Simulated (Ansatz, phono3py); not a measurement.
**GaAs (F-43m): lattice thermal conductivity**

How well does the lattice of GaAs conduct heat?

Measurements to reproduce:
- thermal conductivity 45 W/m/K near room temperature (given in “Combining the AFLOW GIBBS and Elastic Libraries to efficiently and robustly screen thermo-mechanical properties of solids”, 2017, arXiv:1611.05714)

Program: Ansatz 0.2.0. Level of theory: DFT LDA, scalar-relativistic, plane waves, PAW. Results are calculated unless marked as measured.

Report form: the programs' logs are mostly left out.

## Step 1: Set-up

The structure is cubic, space group F-43m (No. 216). The conventional cell has a = 5.654 Å, b = 5.654 Å, c = 5.654 Å, α = 90.00°, β = 90.00°, γ = 90.00°. Ga has 4 As at 2.45 Å nearest. As has 4 Ga at 2.45 Å nearest. Farther neighbours are not listed.

## Step 2: Probe on a coarse mesh

A cheap single point shows whether the cell is a metal or an insulator and how far it is from rest; that sets the k-mesh and the occupations of what follows.

Input file input.yaml:

```yaml
crystal:
  lattice:
    - [0.0, 2.82685, 2.82685]
    - [2.82685, 0.0, 2.82685]
    - [2.82685, 2.82685, 0.0]
  atoms:
    - { symbol: Ga, position: [0.0, 0.0, 0.0] }
    - { symbol: As, position: [0.25, 0.25, 0.25] }
kpoints:
  mp_grid: { grid: [6, 6, 6] }
hamiltonian:
  xc: lda
scf:
  occupations: { method: gaussian, width: 0.1 }
output:
  forces: true
  stress: true
  eigenvalues: true
```

On the command line:

```
> ansatz run input.yaml --threads 4 --pin off --max-ram 16384MiB --backend cpu --events-out ev --progress --plain --runs-dir out
```

The job ended after 1.1 s (4 threads of Arm Neoverse V1, shared host; peak memory 0.3 GiB).

This step gave:

| Item | Value |
| --- | --- |
| pressure | -1.918 GPa |
| volume per atom | 22.59 Å³ |
| gap on the k-mesh | 0.2800 eV |

The start is under -1.9 GPa at this level and looks like an insulator or semiconductor on this mesh.

## Step 3: Finding the static equilibrium

Phonons are second derivatives about a minimum, so cell and atoms are relaxed first, inside the symmetry of the start.

input.yaml, the sections that differ from step 2:

```yaml
kpoints:
  mp_grid: { grid: [12, 12, 12] }
scf:
  occupations: { method: gaussian, width: 0.01 }
relax:
  adjacent_minimum: "off"
  f_tol: 0.005
  max_steps: 80
  cell: { stress_tol: 0.05 }
# crystal, hamiltonian, output: as in step 2
```

Wall time 6.3 s (4 threads); peak memory 0.41 GiB.

Step by step:

```csv
step,energy less that of the first step (eV),largest force component (eV/Å),pressure (GPa),volume (Å³)
1,0.0000,0.0000,-1.88,45.18
2,-0.0071,0.0000,-0.35,44.19
3,-0.0074,0.0000,0.02,43.97
4*,-0.0072,0.0000,0.02,43.97
```

Relaxation steps marked * repeat the geometry before them on a plane-wave basis chosen anew for their cell, so energy and pressure can jump there.

Forces are held to the 24 operations that the run works with; a distortion that breaks them can't arise in this run.

```csv
"conventional cell, symmetrised",before,after,change
a (Å),5.654,5.603,-0.9 %
b (Å),5.654,5.603,-0.9 %
c (Å),5.654,5.603,-0.9 %
volume (Å³/atom),22.59,21.98,-2.7 %
```

The relaxed structure:

```xyz
2
Lattice="0.0000 2.8014 2.8014 2.8014 0.0000 2.8014 2.8014 2.8014 0.0000" Properties=species:S:1:pos:R:3 pbc="T T T"
Ga    0.0000    0.0000    0.0000
As    1.4007    1.4007    1.4007
```

Numbers from this step:

```yaml
pressure: 0.01727 GPa
gap_on_the_k_mesh: 0.4886 eV
volume_per_atom: 21.98 Å³
```

The relaxation ends with a pressure of 0.02 GPa.

## Step 4: Relaxing to small residual forces and stress

The relaxation is repeated with tighter thresholds on force and stress, since phonons are sensitive to what is left; a change of mesh or smearing in the input moves the cell too.

input.yaml, the sections that differ from step 3:

```yaml
crystal:
  lattice:
    - [0.0, 2.801401941, 2.801401941]
    - [2.801401941, 0.0, 2.801401941]
    - [2.801401941, 2.801401941, 0.0]
  atoms:
    - { symbol: Ga, position: [0.0, 0.0, 0.0] }
    - { symbol: As, position: [0.25, 0.25, 0.25] }
scf:
  occupations: { method: fixed }
relax:
  adjacent_minimum: "off"
  f_tol: 0.001
  max_steps: 60
  cell: { stress_tol: 0.01 }
# kpoints, hamiltonian, output: as in step 3
```

The job ended after 5.1 s (4 threads; peak memory 0.4 GiB; 18 s of CPU time).

Little changed from the start: no atom moved by 0.005 Å and no cell edge by 0.1 %.

Numbers from this step:

- pressure: 0.003571 GPa
- gap on the k-mesh: 0.4872 eV
- volume per atom: 21.99 Å³

The residual pressure is 0.0036 GPa, small enough for phonons.

## Step 5: Third-order constants on small settings, k-mesh 8×8×8, third order supercell 2×2×2

A small supercell and a short cutoff cost little, and show how far such settings carry.

Input file input.yaml:

```yaml
crystal:
  lattice:
    - [0.0, 2.8015748685, 2.8015748685]
    - [2.8015748685, 0.0, 2.8015748685]
    - [2.8015748685, 2.8015748685, 0.0]
  atoms:
    - { symbol: Ga, position: [0.0, 0.0, 0.0] }
    - { symbol: As, position: [0.25, 0.25, 0.25] }
kpoints:
  mp_grid: { grid: [8, 8, 8] }
hamiltonian:
  xc: lda
scf:
  occupations: { method: fixed }
output:
  eigenvalues: true
phonons:
  method: fd
  dielectric: true
  supercell: [2, 2, 2]
  temperatures: { t_max: 1000, t_step: 50 }
  qpath:
    path:
      - [[0.0, 0.0, 0.0], [-0.5, -0.5, 0.0], [-0.375, -0.375, 0.25]]
      - [[-0.375, 0.0, 0.375], [0.0, 0.0, 0.0], [0.0, 0.0, 0.5], [-0.5, -0.25, 0.25], [-0.5, -0.5, 0.0]]
    npoints: 10
  third_order: { supercell: [2, 2, 2], pair_cutoff: 2.576 }
  lattice_thermal_conductivity:
    qmesh: [11, 11, 11]
    temperatures: [100.0, 150.0, 200.0, 300.0, 400.0, 500.0, 600.0, 800.0]
    isotope_mass_variance:
      - { species: As, variance: 0.0 }
      - { species: Ga, variance: 0.0001971 }
```

Elapsed: 20 min, on 4 threads; peak memory 2.2 GiB; 79 min of CPU time.

Numbers from this step:

```yaml
gamma_frequencies: 0, 0, 0, 268.9, 268.9, 268.9 cm⁻¹ (negative: imaginary)
lowest_frequency_on_the_path: 0 cm⁻¹
zero_point_energy: 0.06772 eV/cell
point_group: -43m
highest_frequency: 285.9 cm⁻¹
debye_temperature_from_the_second_moment: 372 K
kappa_at_300_k_relaxation_time: 29.95 W/m/K
kappa_at_300_k_full_solution: 31.46 W/m/K
dipole_term: run
mean_free_path_at_half_of_kappa: 70.8 nm
share_of_kappa_above_the_three_lowest_branches: 0.055
third_order_blocks: 26
periodic_aliases_dropped: 0
largest_relative_sum_rule_correction: 0.05669
displaced_cells_third_order: 36
```

W/m/K. Kappa, by row:

```csv
T (K),RTA xx,RTA yy,RTA zz,full xx,full yy,full zz,coherence part xx,coherence part yy,coherence part zz,ending,iterations,least Ritz value
100,97.02,97.02,97.02,101.4,101.4,101.4,0.006464,0.006464,0.006464,converged,7,0.701
150,61.58,61.58,61.58,64.32,64.32,64.32,0.01255,0.01255,0.01255,converged,7,0.703
200,45.37,45.37,45.37,47.5,47.5,47.5,0.01752,0.01752,0.01752,converged,7,0.7
300,29.95,29.95,29.95,31.46,31.46,31.46,0.02536,0.02536,0.02536,converged,7,0.694
400,22.43,22.43,22.43,23.6,23.6,23.6,0.03184,0.03184,0.03184,converged,7,0.69
500,17.96,17.96,17.96,18.91,18.91,18.91,0.03765,0.03765,0.03765,converged,7,0.688
600,14.98,14.98,14.98,15.79,15.79,15.79,0.04301,0.04301,0.04301,converged,7,0.686
800,11.27,11.27,11.27,11.89,11.89,11.89,0.05282,0.05282,0.05282,converged,7,0.683
```

This rung gives 29.9 W/(m K) at 300 K by relaxation time, but with 16 atoms, 1 neighbour distance inside the cutoff and a 11×11×11 mesh it is a test, not the conductivity of the crystal.

## Step 6: A cheap rung, k-mesh 6×6×6, third order supercell 3×3×3

input.yaml, the sections that differ from step 5:

```yaml
kpoints:
  mp_grid: { grid: [6, 6, 6] }
phonons:
  method: fd
  dielectric: true
  qmesh: [6, 6, 6]
  temperatures: { t_max: 1000, t_step: 50 }
  qpath:
    path:
      - [[0.0, 0.0, 0.0], [-0.5, -0.5, 0.0], [-0.375, -0.375, 0.25]]
      - [[-0.375, 0.0, 0.375], [0.0, 0.0, 0.0], [0.0, 0.0, 0.5], [-0.5, -0.25, 0.25], [-0.5, -0.5, 0.0]]
    npoints: 10
  third_order: { supercell: [3, 3, 3], pair_cutoff: 2.576 }
  lattice_thermal_conductivity:
    qmesh: [19, 19, 19]
    temperatures: [100.0, 150.0, 200.0, 300.0, 400.0, 500.0, 600.0, 800.0]
    isotope_mass_variance:
      - { species: As, variance: 0.0 }
      - { species: Ga, variance: 0.0001971 }
# crystal, hamiltonian, scf, output: as in step 5
```

Wall time 59 min (4 threads); peak memory 11 GiB; 3.9 h of CPU time.

This step gave:

| Item | Value |
| --- | --- |
| Γ frequencies | 0, 0, 0, 269.4, 269.4, 269.4 cm⁻¹ (negative: imaginary) |
| zero-point energy | 0.06753 eV/cell |
| highest frequency | 286.5 cm⁻¹ |
| Debye temperature from the second moment | 369 K |
| κ at 300 K (relaxation time) | 39.12 W/m/K |
| κ at 300 K (full solution) | 39.79 W/m/K |
| mean free path at half of κ | 261 nm |
| share of κ above the three lowest branches | 0.048 |
| largest relative sum-rule correction | 0.04607 |

W/m/K. Kappa, by row:

```csv
T (K),RTA xx,RTA yy,RTA zz,full xx,full yy,full zz,coherence part xx,coherence part yy,coherence part zz,ending,iterations,least Ritz value
100,155.1,155.1,155.1,154.6,154.6,154.6,0.007213,0.007213,0.007213,converged,7,0.697
150,87.01,87.01,87.01,87.53,87.53,87.53,0.01446,0.01446,0.01446,converged,7,0.706
200,61.25,61.25,61.25,61.97,61.97,61.97,0.02084,0.02084,0.02084,converged,7,0.709
300,39.12,39.12,39.12,39.79,39.79,39.79,0.03166,0.03166,0.03166,converged,7,0.71
400,28.96,28.96,28.96,29.53,29.53,29.53,0.04092,0.04092,0.04092,converged,7,0.709
500,23.06,23.06,23.06,23.55,23.55,23.55,0.04917,0.04917,0.04917,converged,7,0.708
600,19.19,19.19,19.19,19.6,19.6,19.6,0.05668,0.05668,0.05668,converged,7,0.708
800,14.39,14.39,14.39,14.72,14.72,14.72,0.06992,0.06992,0.06992,converged,7,0.707
```

This rung gives 39.1 W/(m K) at 300 K by relaxation time, but with 54 atoms, 1 neighbour distance inside the cutoff and a 19×19×19 mesh it is a test, not the conductivity of the crystal.

## Step 7: Levels and costs side by side

Ladder, by row:

```csv
cells or q mesh,k mesh,pair cutoff,atoms in the supercell,q-mesh of the transport sums,κ at 300 K (relaxation time) (W/m/K),κ at 300 K (full solution) (W/m/K),core-minutes
2x2x2,8x8x8,2.576,16,11×11×11,29.95,31.46,79.2
6x6x6,6x6x6,2.576,54,19×19×19,39.12,39.79,234.5
```

## Step 8: Results

| Quantity | Value |
| --- | --- |
| conductivity | not obtained on sound settings |

No conductivity was obtained: no run with a large enough supercell and cutoff finished.

[Logs are printed without paths, hosts, clocks, repeated set-up lines and the standing remarks that a program may print on its own settings, such as how far it seeks lower states.]

[Hosts, paths, dates, database ids (printed as entryN), source tags and the programs' standing remarks are cut or masked in the printed files.]

[A step with changed settings may run another functional than the one named; its input shows which.]
